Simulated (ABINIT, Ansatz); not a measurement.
## A GW chain in ABINIT: SrTiO3 (Tausonite)

Wanted: ground state, empty states, screening and self-energy for SrTiO3 (Tausonite).

Main program and level: ABINIT 10.8.3; PBE and many-body steps on it, plane waves.

**The experiments to reproduce.**

- Gap 3.77 eV: direct gap (M0 critical point); spectroscopic ellipsometry, second-derivative fit; 300 K; bulk crystal (commercial single crystal) (“Optical probe of ferroelectric order in bulk and thin film perovskite titanates”, 2013, arxiv:1309.1245).

## (1) Starting point

Symmetry: Pm-3m, No. 221, cubic system. The conventional cell has a = 3.905 Å, b = 3.905 Å, c = 3.905 Å, α = 90.00°, β = 90.00°, γ = 90.00°. Nearest to Sr lie 12 O at 2.76 Å. Nearest to Ti lie 6 O at 1.95 Å. Nearest to O lie 2 Ti at 1.95 Å and 4 Sr at 2.76 Å. Farther neighbours and most contacts between anions are not listed.

The cell and positions come from the Crystallography Open Database and are kept as given unless a step says otherwise.

## (2) Ground state

This step: ABINIT 10.8.3; DFT, PBE, plane waves, norm-conserving pseudopotentials.

The ground-state density comes first.

Input file run.abi:

```
acell 3*1.0 Angstrom
rprim 
  3.905280000000 0.000000000000 0.000000000000
  0.000000000000 3.905280000000 0.000000000000
  0.000000000000 0.000000000000 3.905280000000
ntypat 3
znucl 38 22 8
natom 5
typat 1 2 3 3 3
xred 
  0.500000000000 0.500000000000 0.500000000000
  0.000000000000 0.000000000000 0.000000000000
  0.500000000000 0.000000000000 0.000000000000
  0.000000000000 0.500000000000 0.000000000000
  0.000000000000 0.000000000000 0.500000000000
pp_dirpath "pseudos"
pseudos "Sr.upf, Ti.upf, O.upf"
ecut 38
ngkpt 6 6 6
nshiftk 1
shiftk 0 0 0
kptopt 1
chksymbreak 0
nband 26
occopt 1
tolvrs 1e-10
nstep 60
prtwf 0
optforces 0
optstress 0
indata_prefix "in"
outdata_prefix "out"
tmpdata_prefix "tmp"
```

The run is started by

```sh
> OMP_NUM_THREADS=1 mpirun -n 8 abinit run.abi > log
```

Numbers of over 12 decimals in the logs are rounded to 6 here.

Output:

```text
.Version 10.8.3 of ABINIT. v10.8.2 released Aug 2026.

 Symmetries : space group Pm -3 m (#221); Bravais cP (primitive cubic)
================================================================================
 Values of the parameters that define the memory need of the present run
     intxc =       0    ionmov =       0      iscf =       7    lmnmax =       6
     lnmax =       6     mgfft =      45  mpssoang =       3    mqgrid =    3001
     natom =       5  nloc_mem =       1    nspden =       1   nspinor =       1
    nsppol =       1      nsym =      48    n1xccc =    2501    ntypat =       3
    occopt =       1   xclevel =       2
-    mband =          26        mffmem =           1         mkmem =           3
       mpw =        4525          nfft =       91125          nkpt =          20
================================================================================
  Rough estimation (10% accuracy) of disk space for files :
================================================================================

--------------------------------------------------------------------------------
------------- Echo of variables that govern the present computation ------------
--------------------------------------------------------------------------------
 -outvars: echo values of preprocessed input variables --------
            acell      1.8897261259E+00  1.8897261259E+00  1.8897261259E+00 Bohr

      chksymbreak           0
             ecut      3.80000000E+01 Hartree
-          fftalg         312

              ixc     -101130
              kpt      0.00000000E+00  0.00000000E+00  0.00000000E+00
                       1.66666667E-01  0.00000000E+00  0.00000000E+00
                       3.33333333E-01  0.00000000E+00  0.00000000E+00
                       5.00000000E-01  0.00000000E+00  0.00000000E+00
                       1.66666667E-01  1.66666667E-01  0.00000000E+00
                       3.33333333E-01  1.66666667E-01  0.00000000E+00
                       5.00000000E-01  1.66666667E-01  0.00000000E+00
                       3.33333333E-01  3.33333333E-01  0.00000000E+00
                       5.00000000E-01  3.33333333E-01  0.00000000E+00
   [... 9 further rows ...]
                       5.00000000E-01  5.00000000E-01  3.33333333E-01
                       5.00000000E-01  5.00000000E-01  5.00000000E-01
         kptrlatt        6    0    0      0    6    0      0    0    6
          kptrlen      4.42794579E+01
P           mkmem           3
            natom           5
            nband          26
            ngfft          45      45      45
             nkpt          20
            nstep          60
             nsym          48
           ntypat           3
              occ      2.000000  2.000000  2.000000  2.000000  2.000000  2.000000
                       2.000000  2.000000  2.000000  2.000000  2.000000  2.000000
                       2.000000  2.000000  2.000000  2.000000  2.000000  2.000000
                       2.000000  2.000000  0.000000  0.000000  0.000000  0.000000
                       0.000000  0.000000
        optforces           0
        optstress           0
            prtwf           0
            rprim      3.9052800000E+00  0.0000000000E+00  0.0000000000E+00
[...]
spgroup         221

           tolvrs      1.00000000E-10

             xred      5.0000000000E-01  5.0000000000E-01  5.0000000000E-01
[...]
znucl       38.00000   22.00000    8.00000

================================================================================

 chkinp: Checking input parameters for consistency.

================================================================================
== DATASET  1 ==================================================================
-   mpi_nproc: 8, omp_nthreads: 1 (-1 if OMP is not activated)

--- !DatasetInfo
iteration_state: {dtset: 1, }
dimensions: {natom: 5, nkpt: 20, mband: 26, nsppol: 1, nspinor: 1, nspden: 1, mpw: 4525, }
cutoff_energies: {ecut:  38.0, pawecutdg:  -1.0, }
electrons: {nelect:   4.00000000E+01, charge:   0.00000000E+00, occopt:   1.00000000E+00, tsmear:   1.00000000E-02, }

 Real(R)+Recip(G) space primitive vectors, cartesian coordinates (Bohr,Bohr^-1):
 R(1)=  7.3799096  0.0000000  0.0000000  G(1)=  0.1355030  0.0000000  0.0000000
 R(2)=  0.0000000  7.3799096  0.0000000  G(2)=  0.0000000  0.1355030  0.0000000
 R(3)=  0.0000000  0.0000000  7.3799096  G(3)=  0.0000000  0.0000000  0.1355030
 Unit cell volume ucvol=  4.0193251E+02 bohr^3
 Angles (23,13,12)=  9.00000000E+01  9.00000000E+01  9.00000000E+01 degrees

 getcut: wavevector=  0.0000  0.0000  0.0000  ngfft=  45  45  45
         ecut(hartree)=     38.000   => boxcut(ratio)=   2.14855

--- Pseudopotential description ------------------------------------------------
- Sr Generated using ONCVPSP code by D. R. Hamann
- 38.00000  10.00000  171031                  znucl, zion, pspdat
12 -101130 2 -1 1834                          pspcod,pspxc,lmax,lloc,mmax
     nproj     2     2     2
  pspatm : epsatm=   12.84204793
         --- l  ekb(1:nproj) -->
[...]
pspatm: atomic psp has been read  and splines computed

- Ti Generated using ONCVPSP code by D. R. Hamann
- 22.00000  12.00000  171031                  znucl, zion, pspdat
12 -101130 2 -1 1586                          pspcod,pspxc,lmax,lloc,mmax
     nproj     2     2     2
  pspatm : epsatm=   14.68144553
         --- l  ekb(1:nproj) -->
[...]
pspatm: atomic psp has been read  and splines computed

- O Generated using ONCVPSP code by D. R. Hamann
-  8.00000   6.00000  171031                  znucl, zion, pspdat
12 -101130 2 -1 936                           pspcod,pspxc,lmax,lloc,mmax
     nproj     2     2     1
  pspatm : epsatm=    6.19545534
         --- l  ekb(1:nproj) -->
[...]
2   -1.331955
 pspatm: atomic psp has been read  and splines computed

   1.84439438E+03                                ecore*ucvol(ha*bohr**3)
--------------------------------------------------------------------------------

_setup2: Arith. and geom. avg. npw (full set) are    4500.495    4500.470

================================================================================

--- !BeginCycle
iteration_state: {dtset: 1, }
solver: {iscf: 7, nstep: 60, nline: 4, wfoptalg: 0, }
tolerances: {tolvrs: 1.00E-10, }

     iter   Etot(hartree)      deltaE(h)  residm     vres2
 ETOT  1  -142.93984632578    -1.429E+02 1.204E-01 1.913E+03
 ETOT  2  -134.35252462204     8.587E+00 1.309E-01 3.322E+04
 ETOT  3  -143.46700343535    -9.114E+00 7.517E-02 4.465E+02
 ETOT  4  -143.48430351532    -1.730E-02 1.176E-02 2.757E+02
 ETOT  5  -143.52490314262    -4.060E-02 3.524E-03 7.963E+01
 ETOT  6  -143.53667094116    -1.177E-02 2.378E-03 2.084E+01
 ETOT  7  -143.54052405821    -3.853E-03 9.859E-03 1.503E+00
 ETOT  8  -143.54082156406    -2.975E-04 1.867E-03 1.093E-01
 ETOT  9  -143.54084400344    -2.244E-05 4.528E-03 3.528E-04
 ETOT 10  -143.54084405618    -5.273E-08 1.489E-03 1.322E-04
 ETOT 11  -143.54084407869    -2.251E-08 1.326E-03 4.309E-06
 ETOT 12  -143.54084407962    -9.357E-10 9.459E-04 1.902E-09
 ETOT 13  -143.54084407962    -2.331E-12 1.805E-03 8.134E-10
 ETOT 14  -143.54084407963    -4.633E-12 1.226E-03 2.542E-12

 At SCF step   14       vres2   =  2.54E-12 < tolvrs=  1.00E-10 =>converged.

--- !ResultsGS
iteration_state: {dtset: 1, }
comment   : Summary of ground state results
lattice_vectors:
- [  7.3799096,   0.0000000,   0.0000000, ]
- [  0.0000000,   7.3799096,   0.0000000, ]
- [  0.0000000,   0.0000000,   7.3799096, ]
lattice_lengths: [   7.37991,    7.37991,    7.37991, ]
lattice_angles: [ 90.000,  90.000,  90.000, ] # degrees, (23, 13, 12)
lattice_volume:   4.0193251E+02
convergence: {deltae: -4.633E-12, res2:  2.542E-12, residm:  1.226E-03, diffor:  0.000E+00, }
etotal    :  -1.43540844E+02
entropy   :   0.00000000E+00
fermie    :   2.54497182E-01
cartesian_stress_tensor: null
pressure_GPa: null
xred      :
- [  5.0000E-01,   5.0000E-01,   5.0000E-01, Sr]
- [  0.0000E+00,   0.0000E+00,   0.0000E+00, Ti]
- [  5.0000E-01,   0.0000E+00,   0.0000E+00,  O]
- [  0.0000E+00,   5.0000E-01,   0.0000E+00,  O]
- [  0.0000E+00,   0.0000E+00,   5.0000E-01,  O]
cartesian_forces: null
force_length_stats: {min: null, max: null, mean: null, }

 Integrated electronic density in atomic spheres:
 ------------------------------------------------
 Atom  Sphere_radius  Integrated_density
[...]
================================================================================

 ----iterations are completed or convergence reached----

 Mean square residual over all n,k,spin=   83.496E-07; max=  12.261E-04
 reduced coordinates (array xred) for    5 atoms
       0.500000000000      0.500000000000      0.500000000000
       0.000000000000      0.000000000000      0.000000000000
       0.500000000000      0.000000000000      0.000000000000
       0.000000000000      0.500000000000      0.000000000000
       0.000000000000      0.000000000000      0.500000000000
 rms dE/dt=  0.0000E+00; max dE/dt=  0.0000E+00; dE/dt below (all hartree)
    1       0.000000000000      0.000000000000      0.000000000000
    2       0.000000000000      0.000000000000      0.000000000000
    3       0.000000000000      0.000000000000      0.000000000000
    4       0.000000000000      0.000000000000      0.000000000000
    5       0.000000000000      0.000000000000      0.000000000000

 cartesian coordinates (angstrom) at end:
    1      1.952640     1.952640     1.952640
    2      0.000000     0.000000     0.000000
    3      1.952640     0.000000     0.000000
    4      0.000000     1.952640     0.000000
    5      0.000000     0.000000     1.952640
 length scales=  1.889726125908  1.889726125908  1.889726125908 bohr
              =  1.000000000000  1.000000000000  1.000000000000 angstroms
 prteigrs : about to open file out_EIG
 Fermi (or HOMO) energy (hartree) =   0.25450   Average Vxc (hartree)=  -0.42036
 Eigenvalues (hartree) for nkpt=  20  k points:
 kpt#   1, nband= 26, wtk=  0.00463, kpt=  0.0000  0.0000  0.0000 (reduced coord)
  -1.81815   -0.94790   -0.94625   -0.94625   -0.94625   -0.38343   -0.34734   -0.34734
  -0.28601   -0.28601   -0.28601    0.15118    0.15118    0.15118    0.21165    0.21165
   0.21165    0.24145    0.24145    0.24145    0.32460    0.32460    0.32460    0.41575
   0.41576    0.45510
 prteigrs : prtvol=0 or 1, do not print more k-points.

--- !EnergyTerms
iteration_state     : {dtset: 1, }
comment             : Components of total free energy in Hartree
kinetic             :  6.54542980228897E+01
hartree             :  3.02029718585664E+01
xc                  : -2.97726453297859E+01
Ewald energy        : -1.06245779347251E+02
psp_core            :  4.58881612978461E+00
local_psp           : -1.06039726698923E+02
non_local_psp       : -1.72877871490890E+00
total_energy        : -1.43540844079629E+02
total_energy_eV     : -3.90594535032491E+03
band_energy         : -1.20259377884531E+01

== END DATASET(S) ==============================================================
================================================================================

 -outvars: echo values of variables after computation  --------
           etotal     -1.4354084408E+02
            nband          26
             nkpt          20
          spgroup         221
 [... the other variables as echoed above ...]

 Calculation completed.
```

It took 36 s on 8 MPI ranks of Arm Neoverse N1, shared host; peak memory 0.69 GiB.

This step gave:

- total energy: -3905.9454 eV
- gap: 1.908 eV
- k of the valence top: 0.5, 0.5, 0.5
- k of the conduction bottom: 0, 0, 0
- least direct gap: 2.263 eV

The gap is indirect, with the least direct gap 0.36 eV higher.

## (3) Empty states on the mesh, 4×4×4 mesh, 562 bands

The sums over transitions need many empty states on a uniform mesh; this step solves for them.

run.abi: that of step 2 with these lines changed.

```diff
@@ -18,3 +18,3 @@
 ecut 38
-ngkpt 6 6 6
+ngkpt 4 4 4
 nshiftk 1
@@ -23,9 +23,10 @@
 chksymbreak 0
-nband 26
+irdden 1
+istwfk *1
+nband 562
+prtvol 0
+optdriver 6
+gwr_task "HDIAGO"
+paral_kgb 0
 occopt 1
-tolvrs 1e-10
-nstep 60
-prtwf 0
-optforces 0
-optstress 0
 indata_prefix "in"
```

Output:

```text
[banner, memory and clock lines left out]
.Version 10.8.3 of ABINIT. v10.8.2 released Aug 2026.

 Symmetries : space group Pm -3 m (#221); Bravais cP (primitive cubic)
[... echo of the input left out ...]
== DATASET  1 ==================================================================
-   mpi_nproc: 8, omp_nthreads: 1 (-1 if OMP is not activated)

--- !DatasetInfo
iteration_state: {dtset: 1, }
dimensions: {natom: 5, nkpt: 10, mband: 562, nsppol: 1, nspinor: 1, nspden: 1, mpw: 4632, }
cutoff_energies: {ecut:  38.0, pawecutdg:  -1.0, }
electrons: {nelect:   4.00000000E+01, charge:   0.00000000E+00, occopt:   1.00000000E+00, tsmear:   1.00000000E-02, }

.Using double precision arithmetic; gwpc =  8

- Reading GS density from: in_DEN

--- Pseudopotential description ------------------------------------------------
- Sr Generated using ONCVPSP code by D. R. Hamann
- 38.00000  10.00000  171031                  znucl, zion, pspdat
12 -101130 2 -1 1834                          pspcod,pspxc,lmax,lloc,mmax
     nproj     2     2     2
  pspatm : epsatm=   12.84204793
         --- l  ekb(1:nproj) -->
             0    9.951127    1.027824
             1    7.382610    1.665143
             2    4.168853    0.950057
 pspatm: atomic psp has been read  and splines computed

- Ti Generated using ONCVPSP code by D. R. Hamann
- 22.00000  12.00000  171031                  znucl, zion, pspdat
12 -101130 2 -1 1586                          pspcod,pspxc,lmax,lloc,mmax
     nproj     2     2     2
  pspatm : epsatm=   14.68144553
         --- l  ekb(1:nproj) -->
[...]
pspatm: atomic psp has been read  and splines computed

- O Generated using ONCVPSP code by D. R. Hamann
-  8.00000   6.00000  171031                  znucl, zion, pspdat
12 -101130 2 -1 936                           pspcod,pspxc,lmax,lloc,mmax
     nproj     2     2     1
  pspatm : epsatm=    6.19545534
         --- l  ekb(1:nproj) -->
             0    6.056735    0.824024
             1   -4.717130   -1.149271
             2   -1.331955
 pspatm: atomic psp has been read  and splines computed

   1.84439438E+03                                ecore*ucvol(ha*bohr**3)

 Total charge density [el/Bohr^3]
)     Maximum=    1.3479E+00  at reduced coord.    0.0000    0.0000    0.9111
)     Minimum=    5.0390E-03  at reduced coord.    0.4889    0.4889    0.0000
   Integrated=    4.0000E+01

 === KS gaps after direct diagonalization ===
 Indirect band gap semiconductor
 Fundamental gap:     1.908 (eV)
   VBM:     6.925 (eV) at k: [ 5.0000E-01,  5.0000E-01,  5.0000E-01]
   CBM:     8.833 (eV) at k: [ 0.0000E+00,  0.0000E+00,  0.0000E+00]
 Direct gap:         2.263 (eV) at k: [ 0.0000E+00,  0.0000E+00,  0.0000E+00]

== END DATASET(S) ==============================================================

 -outvars: echo values of variables after computation  --------
           etotal      0.0000000000E+00
            nband         562
             nkpt          10
          spgroup         221
 [... the other variables as echoed above ...]

 Calculation completed.
```

The job ended after 3.5 min (8 MPI ranks; peak memory 9.4 GiB).

This step gave:

| Property | Result |
| --- | --- |
| gap | 1.908 eV |
| k of the valence top | 0.5, 0.5, 0.5 |
| k of the conduction bottom | 0, 0, 0 |
| least direct gap | 2.263 eV |
| k points computed | 10 |
| lowest point of the top converged band, above the valence top | 233.8938 eV |

On this mesh the gap is 1.908 eV.

## (4) Screening, 4×4×4 mesh, 554 bands, screening to 326.5 eV

The RPA dielectric matrix is built and inverted for each q.

This step: RPA screening on PBE, plane waves, norm-conserving pseudopotentials.

run.abi: that of step 3 with these lines changed.

```diff
@@ -23,10 +23,11 @@
 chksymbreak 0
-irdden 1
 istwfk *1
-nband 562
-prtvol 0
-optdriver 6
-gwr_task "HDIAGO"
-paral_kgb 0
 occopt 1
+irdwfk 1
+optdriver 3
+nband 554
+ecuteps 12
+inclvkb 2
+awtr 1
+symchi 1
 indata_prefix "in"
```

Output:

```text
.Version 10.8.3 of ABINIT. v10.8.2 released Aug 2026.

 Symmetries : space group Pm -3 m (#221); Bravais cP (primitive cubic)
[... echo of the input left out ...]
== DATASET  1 ==================================================================
-   mpi_nproc: 8, omp_nthreads: 1 (-1 if OMP is not activated)

--- !DatasetInfo
iteration_state: {dtset: 1, }
dimensions: {natom: 5, nkpt: 10, mband: 554, nsppol: 1, nspinor: 1, nspden: 1, mpw: 4632, }
cutoff_energies: {ecut:  38.0, pawecutdg:  -1.0, }
electrons: {nelect:   4.00000000E+01, charge:   0.00000000E+00, occopt:   1.00000000E+00, tsmear:   1.00000000E-02, }

 SCREENING: Calculation of the susceptibility and dielectric matrices

 Based on a program developped by R.W. Godby, V. Olevano, G. Onida, and L. Reining.
 Incorporated in ABINIT by V. Olevano, G.-M. Rignanese, and M. Torrent.
.Using double precision arithmetic ; gwpc =  8

[... cell and pseudopotentials left out ...]
--------------------------------------------------------------------------------

 ==== K-mesh for the wavefunctions ====
 Number of points in the irreducible wedge :    10
[... list of points left out ...]
 Together with 48 symmetry operations and time-reversal symmetry
 yields    64 points in the full Brillouin Zone.

 ==== Q-mesh for the screening function ====
 Number of points in the irreducible wedge :    10
[... list of points left out ...]
 Together with 48 symmetry operations and time-reversal symmetry
 yields    64 points in the full Brillouin Zone.

 setmesh: FFT mesh size selected  =    32x   32x   32
          total number of points  =        32768

 vcoul_init : cutoff-mode = AUXILIARY_FUNCTION
 q-points for optical limit:   1
     1)      0.000010    0.000020    0.000030

- screening: taking advantage of time-reversal symmetry
- Maximum band index for partially occupied states nbvw = 20
- Remaining bands to be divided among processors   nbcw = 534
- Number of bands treated by each node ~66

 Number of electrons calculated from density =   40.0000; Expected =   40.0000
 average of density, n =  0.099519
 r_s =    1.3387
 omega_plasma =   30.4305 [eV]

 calculating chi0 at frequencies [eV] :
  1    0.000000E+00    0.000000E+00
  2    0.000000E+00    3.043050E+01

--------------------------------------------------------------------------------
  q-point number  1        q = ( 0.000000, 0.000000, 0.000000) [r.l.u.]
--------------------------------------------------------------------------------
[... chi0 elements left out ...]
 For q-point:  0.000010 0.000020 0.000030
  dielectric constant =   6.3860
  dielectric constant without local fields =   6.7781

  Average fulfillment of the sum rule on Im[epsilon] for q-point    1 :     90.53  [%]
[... wings left out ...]
  q-point number  2        q = ( 0.250000, 0.000000, 0.000000) [r.l.u.]
--------------------------------------------------------------------------------
[... chi0 elements left out ...]
  Average fulfillment of the sum rule on Im[epsilon] for q-point    2 :     93.18  [%]

 [... 8 further q-points ...]
```

Elapsed: 23 min, on 8 MPI ranks; peak memory 5.3 GiB.

Numbers from this step:

| Property | Result |
| --- | --- |
| ε∞ with local fields, on this mesh, along the program's q direction | 6.386 |
| the same without local fields | 6.778 |
| plasma frequency | 30.43 eV |
| plane waves in the screening matrix | 799 |

Local fields lower ε∞ by 6 %. On a Γ-centred mesh this coarse the value itself is usually too large, while a short band sum pulls it down.

(Part 1 of 2 ends here.)

[Paths, hosts, dates, memory and timing lines, banners, echoed tables and standing remarks are left out of the program output.]

[Logs are printed without paths, hosts, clocks, repeated set-up lines and the standing remarks that a program may print on its own settings, such as how far it seeks lower states.]

[Runs of the session that timed out or met a known fault of the program may be left out.]

[Hosts, paths, dates, database ids (printed as entryN), source tags and the programs' standing remarks are cut or masked in the printed files.]

[G0W0 gaps are taken among the corrected bands and points alone; a level outside them can change the order at an edge.]

[Where Ansatz stands beside ABINIT at settings called matched, ABINIT's density can come from a denser mesh and the files from another edition; pairs whose starting gaps differed by over 0.03 eV were left out, so agreement reads better than it is.]
